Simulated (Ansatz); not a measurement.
**ScC3 (built on the AlC3 structure): a soft mode frozen in**

Wanted: the energy along a soft mode of ScC3 (built on the AlC3 structure) and the structure at the end.

Method: DFT LDA, scalar-relativistic, plane waves, norm-conserving pseudopotentials, in Ansatz 0.2.0.

The structure was built from a prototype and need not be the compound's stable phase.

### 1. The starting structure

Symmetry: Pm-3m, No. 221, cubic system. The conventional cell has a = 3.254 Å, b = 3.254 Å, c = 3.254 Å, α = 90.00°, β = 90.00°, γ = 90.00°. Nearest to Sc lie 12 C at 2.30 Å. C has 8 C at 2.30 Å and 4 Sc at 2.30 Å nearest. Farther neighbours, and contacts between anions beyond the nearest, are not listed.

### 2. The dispersion

Stability and thermal properties need the whole zone. Linear response on a 4×4×4 q mesh gives force constants as far as a supercell of that size would.

Contents of input.yaml:

```yaml
crystal:
  lattice:
    - [3.2537740111, 0.0, 0.0]
    - [0.0, 3.2537740111, 0.0]
    - [0.0, 0.0, 3.2537740111]
  atoms:
    - { symbol: Sc, position: [0.0, 0.0, 0.0] }
    - { symbol: C, position: [0.0, 0.5, 0.5] }
    - { symbol: C, position: [0.5, 0.0, 0.5] }
    - { symbol: C, position: [0.5, 0.5, 0.0] }
kpoints:
  mp_grid: { grid: [16, 16, 16] }
hamiltonian:
  xc: lda
  pseudopotentials: { kind: nc }
scf:
  occupations: { method: methfessel_paxton, width: 0.2 }
output:
  eigenvalues: true
phonons:
  method: dfpt
  qmesh: [4, 4, 4]
  temperatures: { t_max: 1000, t_step: 50 }
  qpath:
    path:
      - [[0.0, 0.0, 0.0], [0.0, 0.5, 0.0], [0.5, 0.5, 0.0], [0.0, 0.0, 0.0], [0.5, 0.5, 0.5], [0.0, 0.5, 0.0]]
      - [[0.5, 0.5, 0.5], [0.5, 0.5, 0.0]]
    npoints: 10
```

Started as:

```console
$ ansatz run input.yaml --threads 8 --pin off --max-ram 14336MiB --backend cpu --events-out ev --progress --plain --runs-dir out
```

Standard output:

```text
Engine: ansatz 0.2.0, aarch64-unknown-linux-gnu
Pseudopotentials: kind: nc
Pseudopotential: Sc, nc, valence charge 11, recommended cutoff 1061.244064 eV (normal), Sc.nc.azcp (PseudoDojo's, or run here from an input of PseudoDojo's: the run reads no file of this project's for it)
Pseudopotential: C, nc, valence charge 4, recommended cutoff 1115.666836 eV (normal), C.nc.azcp (PseudoDojo's, or run here from an input of PseudoDojo's: the run reads no file of this project's for it)
Functional definition: SPW92
  exchange = slater_x
  correlation = pw_c
Crystal: 4 atoms, lattice volume = 34.448 Å³
Basis set: ecut = 1115.666836 eV, 2945 PW (Γ), exchange–correlation on 72×72×72 points (8 copies of the dense FFT grid, shifted against one another)
Bands: 16, of which v1, the nominal top of the filled ones, is band 12 counted from 1 (11 counted from 0)
Symmetry: 48 space group operations
k-points: 165 of 4096
Non-local potential: Sc, projectors of the file, l = 0: 2, l = 1: 2, l = 2: 2
Non-local potential: C, projectors of the file, l = 0: 2, l = 1: 2
Initial density: superposition of atomic densities (chi_scale 0.1, normalization cell, long waves kept (reshape's long-wave potential 0.00 eV rms))
Initial wavefunctions: pseudopotential atomic-orbital guess
Functional: x = slater, c = lda
SCF iter   1: F=—  HF=-1801.711906 eV  |F-HF|=—  |Δ(HF+E_count)|=         —  Δρ=6.87e-2  dr2=2.15e0  ethr=3.10e-3  ⟨swp⟩=5.0  Hψ=12468  notcnv=0
preconditioner: auto → none  [metal: Δε(μ)=0.010 eV  Ē_g=14.752 eV  σ=0.200 eV  W_gap=0.04  n_scr=6 (ndim 8)  ℏωp=29.0 eV  f_vac=0.000  D(μ)=1.56/eV (n_scr^D=18)  sad-step TF]
SCF iter   2: F=—  HF=-1801.230533 eV  |F-HF|=—  |Δ(HF+E_count)|=   4.81e-1  S|Δr|=    0.00e0  Δρ=3.23e-2  dr2=4.52e-1  ethr=3.10e-3  ⟨swp⟩=2.4  Hψ=4791  notcnv=0  defer=35
SCF iter   3: F=—  HF=-1801.078847 eV  |F-HF|=—  |Δ(HF+E_count)|=   1.52e-1  S|Δr|=    0.00e0  Δρ=1.03e-2  dr2=4.84e-2  ethr=1.96e-3  ⟨swp⟩=2.0  Hψ=4486  notcnv=0  defer=35
SCF iter   4: F=—  HF=-1801.065470 eV  |F-HF|=—  |Δ(HF+E_count)|=   1.34e-2  S|Δr|=    0.00e0  Δρ=2.47e-3  dr2=5.78e-4  ethr=2.10e-4  ⟨swp⟩=2.1  Hψ=4795  notcnv=0  defer=33
SCF iter   5: F=—  HF=-1801.065464 eV  |F-HF|=—  |Δ(HF+E_count)|=   5.92e-6  S|Δr|=    0.00e0  Δρ=6.54e-4  dr2=1.35e-4  ethr=2.51e-6  ⟨swp⟩=2.0  Hψ=4398  notcnv=0  defer=33
SCF iter   6: F=—  HF=-1801.065423 eV  |F-HF|=—  |Δ(HF+E_count)|=   4.15e-5  S|Δr|=    0.00e0  Δρ=1.97e-4  dr2=1.29e-5  ethr=5.86e-7  ⟨swp⟩=2.2  Hψ=3521  notcnv=0  defer=33
SCF iter   7: F=—  HF=-1801.065419 eV  |F-HF|=—  |Δ(HF+E_count)|=   4.21e-6  S|Δr|=    0.00e0  Δρ=2.73e-5  dr2=2.69e-7  ethr=5.59e-8  ⟨swp⟩=2.8  Hψ=4679  notcnv=0  defer=34
SCF iter   8: F=—  HF=-1801.065420 eV  |F-HF|=—  |Δ(HF+E_count)|=   9.60e-7  S|Δr|=    0.00e0  Δρ=4.04e-6  dr2=6.97e-9  ethr=1.17e-9  ⟨swp⟩=2.1  Hψ=4494  notcnv=0  defer=34
SCF iter   9: F=-1801.065420 eV  HF=-1801.065420 eV  |F-HF|=5.91e-12  |Δ(HF+E_count)|=   1.84e-9  S|Δr|=    0.00e0  Δρ=2.85e-7  dr2=9.08e-12  ethr=1.00e-12  ⟨swp⟩=8.4  Hψ=18002  notcnv=0
the search or the solves at the SCF's close seem to have found levels that the self-consistency loop had missed (the run counts 6). By its estimate they hold under 1e-12 electrons; where the run keeps them, the occupations were computed again with them
SCF 1 converged in 9 iterations: F = -1801.065420 eV  dr2 = 9.08e-12
phonons: the bands overlap, so this run is a metal and interpolates without the dipole-dipole term. If the crystal is really an insulator or semiconductor, its LO-TO splitting is missing
NSCF: frozen V_eff on 165 k-points
NSCF: frozen V_eff on 729 k-points
DFPT response loops at q = (0, 0, 0) (fractional): preconditioner auto → Kerker (q_TF=auto, 2.551 Å⁻¹) (partly filled bands, converged f_vac=0.000); β = 1.00, the filter's whole step (`scf.mixing.beta` (0.50) is not read by the response loops under this deck's `scf.mixing.preconditioner`; to damp them name `kerker` or `kerker_dos`, under which they read `scf.mixing.beta`, and type it under 1.00, their step now; both keys bind the ground state too); Broyden in place of MSR1
NSCF: frozen V_eff on 2592 k-points
DFPT response loops at q = (0, 0, 0.25) (fractional): mixed as the last ones told, above
NSCF: frozen V_eff on 1458 k-points
DFPT response loops at q = (0, 0, -0.5) (fractional): mixed as the last ones told, above
NSCF: frozen V_eff on 4608 k-points
DFPT response loops at q = (0, 0.25, 0.25) (fractional): mixed as the last ones told, above
phonons.qmesh, q = [0.0000, 0.2500, 0.2500]: its response loops end by a threshold and not by the error estimate of phonons.response_accuracy: the memory limit or budget leaves too little room for the wider subspace that this takes beside the solves, or none could be made (phonons.method)
NSCF: frozen V_eff on 2592 k-points
DFPT response loops at q = (0, 0.25, -0.5) (fractional): mixed as the last ones told, above
NSCF: frozen V_eff on 1458 k-points
DFPT response loops at q = (0, -0.5, -0.5) (fractional): mixed as the last ones told, above
NSCF: frozen V_eff on 8192 k-points
DFPT response loops at q = (0.25, 0.25, 0.25) (fractional): mixed as the last ones told, above
phonons.qmesh, q = [0.2500, 0.2500, 0.2500]: its response loops start from zero, take more passes and end by a threshold: the memory limit or budget leaves too little room for the subspace of the ground state's own states beside the solves, or none could be made (phonons.method)
NSCF: frozen V_eff on 4608 k-points
DFPT response loops at q = (0.25, 0.25, -0.5) (fractional): mixed as the last ones told, above
phonons.qmesh, q = [0.2500, 0.2500, -0.5000]: its response loops end by a threshold and not by the error estimate of phonons.response_accuracy: the memory limit or budget leaves too little room for the wider subspace that this takes beside the solves, or none could be made (phonons.method)
NSCF: frozen V_eff on 2592 k-points
DFPT response loops at q = (0.25, -0.5, -0.5) (fractional): mixed as the last ones told, above
NSCF: frozen V_eff on 1458 k-points
DFPT response loops at q = (-0.5, -0.5, -0.5) (fractional): mixed as the last ones told, above
SCF converged after 9 iterations
Stability not checked: this state was not tested for a lower state beside it, because cold or Methfessel-Paxton smearing, or corrected tetrahedra, fill the levels in a way that the test cannot read (fill_not_monotonic; see scf.lower_state_search)
Free energy (F): -1801.065420 eV
Harris-Foulkes:  -1801.065420 eV  (|F-HF|=5.91e-12)
Internal energy: -1801.062551 eV  (E = F + TS)
E sigma→0 (E₀):  -1801.064702 eV
Entropy (-TS):   -0.002869 eV (-0.717 meV/atom)
Fermi energy:    13.060786 eV
--- Per-component energies (eV) ---
  E_band       = -45.933024
  E_kinetic    = 786.981777
  E_local      = -983.133432  (includes V_loc(G=0)·N_el)
  E_nonlocal   = 56.218488
  E_hartree    = 250.904908
  E_xc         = -386.975332
  E_vxc        = -407.809668  (∫ρ·V_xc dr)
  E_ewald      = -1525.058961
  E_smearing   = -0.002869  (= −TS)
  E_closure    = -0.000000  (closes the sum)
  Σ components = -1801.065420   (vs F -1801.065420, Δ=0.00e0)
--- Band table (eV; the first three rows and the last of 165) ---
  k-point 0: bands = [... 8 lower, 8.7230, 8.7230, 14.2971, 14.2971, 14.2971, 16.4553, 16.4553, 16.4553]
  k-point 1: bands = [... 8 lower, 8.7241, 8.9446, 14.0065, 14.0828, 14.0828, 16.4656, 16.7463, 16.7463]
  k-point 2: bands = [... 8 lower, 8.7253, 9.4707, 13.3513, 13.6540, 13.6540, 16.4952, 17.2245, 17.3592]
  k-point 164: bands = [... 8 lower, 8.3190, 8.3190, 8.3190, 17.8976, 17.8976, 17.8976, 17.9611, 17.9611]
--- Phonons (Γ-DFPT): 3 representative perturbations + reference (Σ response iterations 9) ---
  ASR residual: 6.327e-4 → 0.000e0 eV/Å²; symmetrization residual: 5.615e-7 eV/Å²
  ASR residual per site (eV/Å²): 6.33e-4 9.52e-5 9.52e-5 9.52e-5
  Γ frequencies (cm⁻¹): -562.13 -562.13 -562.13 0.00 0.00 0.00 393.49 393.49 393.49 512.41 512.41 512.41
--- Phonons (arbitrary-q DFPT): 10 irreducible q on the 4×4×4 mesh ---
  q = [0.0000, 0.0000, 0.0000] (star 1, of the zone-centre solve; hermiticity 7.49e-8, symmetrization 5.55e-15): -562.13 -562.13 -562.13 -0.00 0.00 0.00 393.49 393.49 393.49 512.41 512.41 512.41
  q = [0.0000, 0.0000, 0.2500] (star 6, 7 solved perturbations in 7920 linear systems a pass and spin channel, the states on 1296 of 4096 k-point pairs; hermiticity 5.91e-8, symmetrization 6.57e-14, the responses' own estimated error 2.1e-5 eV/Å²): -555.49 -555.49 -407.35 101.77 101.77 197.18 360.85 360.85 381.91 476.92 489.13 489.13
  q = [0.0000, 0.0000, -0.5000] (star 3, 7 solved perturbations in 4455 linear systems a pass and spin channel, the states on 729 of 4096 k-point pairs; hermiticity 9.02e-8, symmetrization 8.34e-9, the responses' own estimated error 5.1e-5 eV/Å²): -551.28 -551.28 -336.30 128.12 128.12 260.75 336.70 336.70 383.71 457.18 470.66 470.66
  q = [0.0000, 0.2500, 0.2500] (star 12, 7 solved perturbations in 13968 linear systems a pass and spin channel, the states on 2304 of 4096 k-point pairs; hermiticity 1.58e-7, symmetrization 3.06e-14): -512.60 -480.39 -398.09 126.64 149.96 150.18 362.21 371.96 407.18 416.83 451.18 513.96
  q = [0.0000, 0.2500, -0.5000] (star 12, 12 solved perturbations on 1296 of 4096 k-point pairs; hermiticity 1.28e-7, symmetrization 6.47e-8, the responses' own estimated error 3.6e-5 eV/Å²): -507.89 -416.93 -341.65 35.01 174.26 213.55 353.26 367.78 415.89 439.51 455.62 512.93
  q = [0.0000, -0.5000, -0.5000] (star 3, 7 solved perturbations in 4455 linear systems a pass and spin channel, the states on 729 of 4096 k-point pairs; hermiticity 1.07e-7, symmetrization 6.57e-9, the responses' own estimated error 2.5e-5 eV/Å²): -453.88 -358.23 -345.72 -276.99 120.61 120.61 228.74 374.63 374.63 513.02 518.83 518.83
  q = [0.2500, 0.2500, 0.2500] (star 8, 3 solved perturbations in 8448 linear systems a pass and spin channel, the states on 4096 of 4096 k-point pairs; hermiticity 1.19e-6, symmetrization 6.10e-14): -621.73 -384.16 -384.16 -144.83 -144.83 262.72 357.03 398.46 398.46 453.10 509.37 509.37
  q = [0.2500, 0.2500, -0.5000] (star 12, 7 solved perturbations in 13968 linear systems a pass and spin channel, the states on 2304 of 4096 k-point pairs; hermiticity 2.13e-7, symmetrization 4.45e-9): -578.06 -365.36 -340.97 -254.74 -47.47 201.81 348.62 430.47 436.71 453.88 481.60 508.13
  q = [0.2500, -0.5000, -0.5000] (star 6, 7 solved perturbations in 7920 linear systems a pass and spin channel, the states on 1296 of 4096 k-point pairs; hermiticity 1.09e-7, symmetrization 2.42e-9, the responses' own estimated error 2.3e-5 eV/Å²): -559.81 -373.74 -326.26 -299.19 -218.98 -218.98 380.27 432.24 432.24 500.58 500.58 506.49
  q = [-0.5000, -0.5000, -0.5000] (star 1, 3 solved perturbations in 1539 linear systems a pass and spin channel, the states on 729 of 4096 k-point pairs; hermiticity 6.19e-8, symmetrization 1.46e-12, the responses' own estimated error 2.2e-5 eV/Å²): -759.86 -375.37 -375.37 -375.37 -292.85 -292.85 452.58 452.58 452.58 504.93 504.93 504.93
  sum rule: each row above includes the acoustic sum rule's correction from the zone centre's row sums; it moved no ω² by more than (1.96 cm⁻¹)²
  mesh force constants: q→R imaginary residual 2.82e-18; ASR residual 6.327e-4 → 0.000e0 eV/Å²; symmetrization residual 1.066e-14 eV/Å²
  interpolated dispersion: 62 rows × 12 modes
  density of states and harmonic sums: on the 20×20×20 q-mesh, interpolated from the force constants of a 4×4×4 supercell (no non-analytic term)
  largest difference from the sums on the solved wave vectors: F 8.09e-4 eV, S 1.38e-6 and C_V 2.46e-6 eV/K
  zero-point energy: 0.179615 eV/cell   skipped modes (ω ≤ 0): 1165, of them read as no rigid motion or as one in doubt: 1162 (4.041e0 modes/cell left out, lowest -759.86 cm⁻¹)   left out of the sums: 3.37e-1 of the cell's modes: C_V's classical limit lies that fraction below 3 k_B per atom; for a crystal, a wire or a layer, F and S can be off by more, and a phonons.interpolated_qmesh denser along its periods is the remedy for the sampling
```

The job ended after 25 min (8 threads of Arm Neoverse V2, shared host; peak memory 12 GiB).

Numbers from this step:

```
volume per atom                                         : 8.612 Å³
gap on the k-mesh                                       : 0 eV
sum-rule residual before enforcement                    : 6.33e-4 eV/Å²
lowest frequency on the path                            : -759.9 cm⁻¹
point group                                             : m-3m
highest frequency on path, mesh or solved points        : 525.6 cm⁻¹
highest optical mode at the zone centre (no LO-TO term) : 512.4 cm⁻¹
lowest optical zone-centre mode                         : -562.1 cm⁻¹
lowest mode on the q mesh (acoustic modes at Γ apart)   : -759.9 cm⁻¹
```

Frequencies (cm⁻¹) solved at each irreducible wavevector; negative means imaginary. Frequencies by wavevector, by row:

| q in reciprocal lattice units | star | mode 1 | mode 2 | mode 3 | mode 4 | mode 10 | mode 11 | mode 12 |
| --- | --- | --- | --- | --- | --- | --- | --- | --- |
| 0 0 0 | 1 | -562.1 | -562.1 | -562.1 | 0 | 512.4 | 512.4 | 512.4 |
| 0 0 0.25 | 6 | -555.5 | -555.5 | -407.4 | 101.8 | 476.9 | 489.1 | 489.1 |
| 0 0 -0.5 | 3 | -551.3 | -551.3 | -336.3 | 128.1 | 457.2 | 470.7 | 470.7 |
| 0 0.25 0.25 | 12 | -512.6 | -480.4 | -398.1 | 126.6 | 416.8 | 451.2 | 514 |
| 0 0.25 -0.5 | 12 | -507.9 | -416.9 | -341.6 | 35 | 439.5 | 455.6 | 512.9 |
| 0 -0.5 -0.5 | 3 | -453.9 | -358.2 | -345.7 | -277 | 513 | 518.8 | 518.8 |
| 0.25 0.25 0.25 | 8 | -621.7 | -384.2 | -384.2 | -144.8 | 453.1 | 509.4 | 509.4 |
| 0.25 0.25 -0.5 | 12 | -578.1 | -365.4 | -341 | -254.7 | 453.9 | 481.6 | 508.1 |
| 0.25 -0.5 -0.5 | 6 | -559.8 | -373.7 | -326.3 | -299.2 | 500.6 | 500.6 | 506.5 |
| -0.5 -0.5 -0.5 | 1 | -759.9 | -375.4 | -375.4 | -375.4 | 504.9 | 504.9 | 504.9 |

Interpolated from a 4×4×4 q mesh. Phonon branches along the path, in cm⁻¹:

| point | branch 1 | branch 2 | branch 3 | branch 4 | branch 9 | branch 10 | branch 11 | branch 12 |
| --- | --- | --- | --- | --- | --- | --- | --- | --- |
| Γ | -562 | -562 | -562 | 0 | 394 | 512 | 512 | 512 |
| halfway | -556 | -556 | -407 | 102 | 382 | 477 | 489 | 489 |
| X | -551 | -551 | -336 | 128 | 384 | 457 | 471 | 471 |
| halfway | -508 | -417 | -342 | 35 | 416 | 440 | 456 | 513 |
| M | -454 | -358 | -346 | -277 | 375 | 513 | 519 | 519 |
| halfway | -513 | -480 | -398 | 127 | 407 | 417 | 451 | 514 |
| Γ | -562 | -562 | -562 | 0 | 394 | 512 | 512 | 512 |
| halfway | -622 | -384 | -384 | -145 | 398 | 453 | 509 | 509 |
| R | -760 | -375 | -375 | -375 | 453 | 505 | 505 | 505 |
| halfway | -578 | -365 | -341 | -255 | 437 | 454 | 482 | 508 |
| X | -551 | -551 | -336 | 128 | 384 | 457 | 471 | 471 |
| jump to R | -760 | -375 | -375 | -375 | 453 | 505 | 505 | 505 |
| halfway | -560 | -374 | -326 | -299 | 432 | 501 | 501 | 506 |
| M | -454 | -358 | -346 | -277 | 375 | 513 | 519 | 519 |

Symmetry leaves 10 wavevectors to solve. The lowest mode among them, the acoustic zeros apart, lies at q = (-0.5, -0.5, -0.5) and is imaginary, 759.9i cm⁻¹, so the energy falls along it.

### 3. The mode frozen in, largest atomic shift 0 Å

The mode followed lies at q = (-0.5, -0.5, -0.5) with frequency 759.9i cm⁻¹, the softest among the wavevectors solved. At small amplitude the pattern taken leaves space group no. 225 by a symmetry search on the positions. The undistorted cell that holds it gives the zero of energy on the same k mesh.

System of this step: ScC3 (built on the AlC3 structure). The structure is cubic, space group Pm-3m (No. 221). Conventional cell: a = 3.254 Å, b = 3.254 Å, c = 3.254 Å, α = 90.00°, β = 90.00°, γ = 90.00°. Nearest to Sc lie 12 C at 2.30 Å. Nearest to C lie 8 C at 2.30 Å and 4 Sc at 2.30 Å. Farther neighbours, and contacts between anions beyond the nearest, are not listed.

Contents of input.yaml:

```yaml
crystal:
  lattice:
    - [3.2537740111, 3.2537740111, 0.0]
    - [3.2537740111, 0.0, 3.2537740111]
    - [3.2537740111, 0.0, -3.2537740111]
  atoms:
    - { symbol: Sc, position: [0.0, 0.0, 0.0] }
    - { symbol: Sc, position: [0.0, 0.5, 0.5] }
    - { symbol: C, position: [0.5, 0.5, 1.0] }
    - { symbol: C, position: [0.5, 0.0, 0.5] }
    - { symbol: C, position: [0.0, 0.0, 0.5] }
    - { symbol: C, position: [0.0, 0.5, 1.0] }
    - { symbol: C, position: [0.5, 0.0, 1.0] }
    - { symbol: C, position: [0.5, 0.5, 0.5] }
kpoints:
  mp_grid: { grid: [12, 12, 12] }
hamiltonian:
  xc: lda
  pseudopotentials: { kind: nc }
scf:
  occupations: { method: methfessel_paxton, width: 0.2 }
output:
  forces: true
  stress: true
  eigenvalues: true
```

Standard output:

```text
[...]
Crystal: 8 atoms, lattice volume = 68.896 Å³
Basis set: ecut = 1115.666836 eV, 5817 PW (Γ)
Bands: 31, of which v1, the nominal top of the filled ones, is band 23 counted from 1 (22 counted from 0)
Symmetry: 96 space group operations
[...]
k-points: 72 of 1728
[...]
k-point 0: bands = [... 19 lower, 8.7239, 8.7239, 14.2976, 14.2976, 14.2976, 16.4541, 16.4541, 16.4541, ... 4 higher]
  k-point 1: bands = [... 19 lower, 8.9442, 8.9442, 13.8312, 13.8312, 14.3447, 16.5688, 16.6884, 16.6884, ... 4 higher]
  k-point 2: bands = [... 19 lower, 9.5050, 9.5050, 12.9424, 12.9424, 14.4845, 16.7983, 16.7983, 16.8107, ... 4 higher]
  k-point 71: bands = [... 19 lower, 11.0693, 11.2178, 11.2178, 12.6047, 12.6047, 13.9804, 13.9804, 14.5308, ... 4 higher]
[key lines of the parts left out:]
SCF converged after 7 iterations
Free energy (F): -3602.134367 eV
Fermi energy:    13.060553 eV
P = ⅓ Tr σ = 0.1072 GPa (1.072 kbar)
```

Wall time 3.6 s (8 threads); peak memory 0.87 GiB; 27 s of CPU time.

Read from the output:

```yaml
pressure: 0.1072 GPa
energy_from_the_undistorted_cell: 0 meV/atom
```

The run ends at a pressure of 0.11 GPa.

### 4. The mode frozen in, largest atomic shift 0.45 Å

The atoms are moved along the unstable eigenvector, the largest shift by 0.45 Å, with the cell fixed.

input.yaml, the sections that differ from step 3:

```yaml
crystal:
  lattice:
    - [3.2537740111, 3.2537740111, 0.0]
    - [3.2537740111, 0.0, 3.2537740111]
    - [3.2537740111, 0.0, -3.2537740111]
  atoms:
    - { symbol: Sc, position: [0.0, 0.0, 0.0] }
    - { symbol: Sc, position: [0.0, 0.5, 0.5] }
    - { symbol: C, position: [0.5, 0.5691504693, 1.0691504693] }
    - { symbol: C, position: [0.5, -0.0691504693, 0.4308495307] }
    - { symbol: C, position: [0.1383009387, -0.0691504693, 0.4308495307] }
    - { symbol: C, position: [-0.1383009387, 0.5691504693, 1.0691504693] }
    - { symbol: C, position: [0.5, -0.0691504693, 1.0691504693] }
    - { symbol: C, position: [0.5, 0.5691504693, 0.4308495307] }
# kpoints, hamiltonian, scf, output: as in step 3
```

Standard output:

```text
[...]
Crystal: 8 atoms, lattice volume = 68.896 Å³
Basis set: ecut = 1115.666836 eV, 5817 PW (Γ)
Bands: 31, of which v1, the nominal top of the filled ones, is band 23 counted from 1 (22 counted from 0)
Symmetry: 48 space group operations
[...]
k-points: 72 of 1728
[...]
k-point 0: bands = [... 19 lower, 9.6497, 9.6497, 14.8996, 14.8996, 14.8996, 16.3346, 16.3346, 16.3346, ... 4 higher]
  k-point 1: bands = [... 19 lower, 9.7655, 9.7655, 14.4566, 14.4566, 14.9210, 16.3083, 16.5149, 16.5149, ... 4 higher]
  k-point 2: bands = [... 19 lower, 10.0793, 10.0793, 13.6646, 13.6646, 14.9809, 16.2459, 16.6493, 16.6493, ... 4 higher]
  k-point 71: bands = [... 19 lower, 10.2142, 11.5002, 11.8497, 11.8497, 13.1412, 14.7080, 15.4609, 15.4609, ... 4 higher]
[key lines of the parts left out:]
SCF converged after 8 iterations
Free energy (F): -3608.466404 eV
Fermi energy:    13.573273 eV
P = ⅓ Tr σ = 7.6387 GPa (76.387 kbar)
```

It took 3.9 s on 8 threads; peak memory 0.89 GiB; 30 s of CPU time.

Numbers from this step:

```
pressure                         : 7.639 GPa
energy from the undistorted cell : -791.5 meV/atom
```

The energy, extrapolated to zero smearing, is -791.47 meV/atom against the undistorted cell.

The run ends at a pressure of 7.64 GPa, with forces up to 0.076 eV/Å.

[end of part 1 of 2]

[Long decimals in the printed logs are rounded to 6 places.]

[Logs are printed without paths, hosts, clocks, repeated set-up lines and the standing remarks that a program may print on its own settings, such as how far it seeks lower states.]

[Hosts, paths, dates, database ids (printed as entryN), source tags and the programs' standing remarks are cut or masked in the printed files.]

[Where the starting crystal was built by hand or by swapping elements, it need not be the compound's stable phase.]
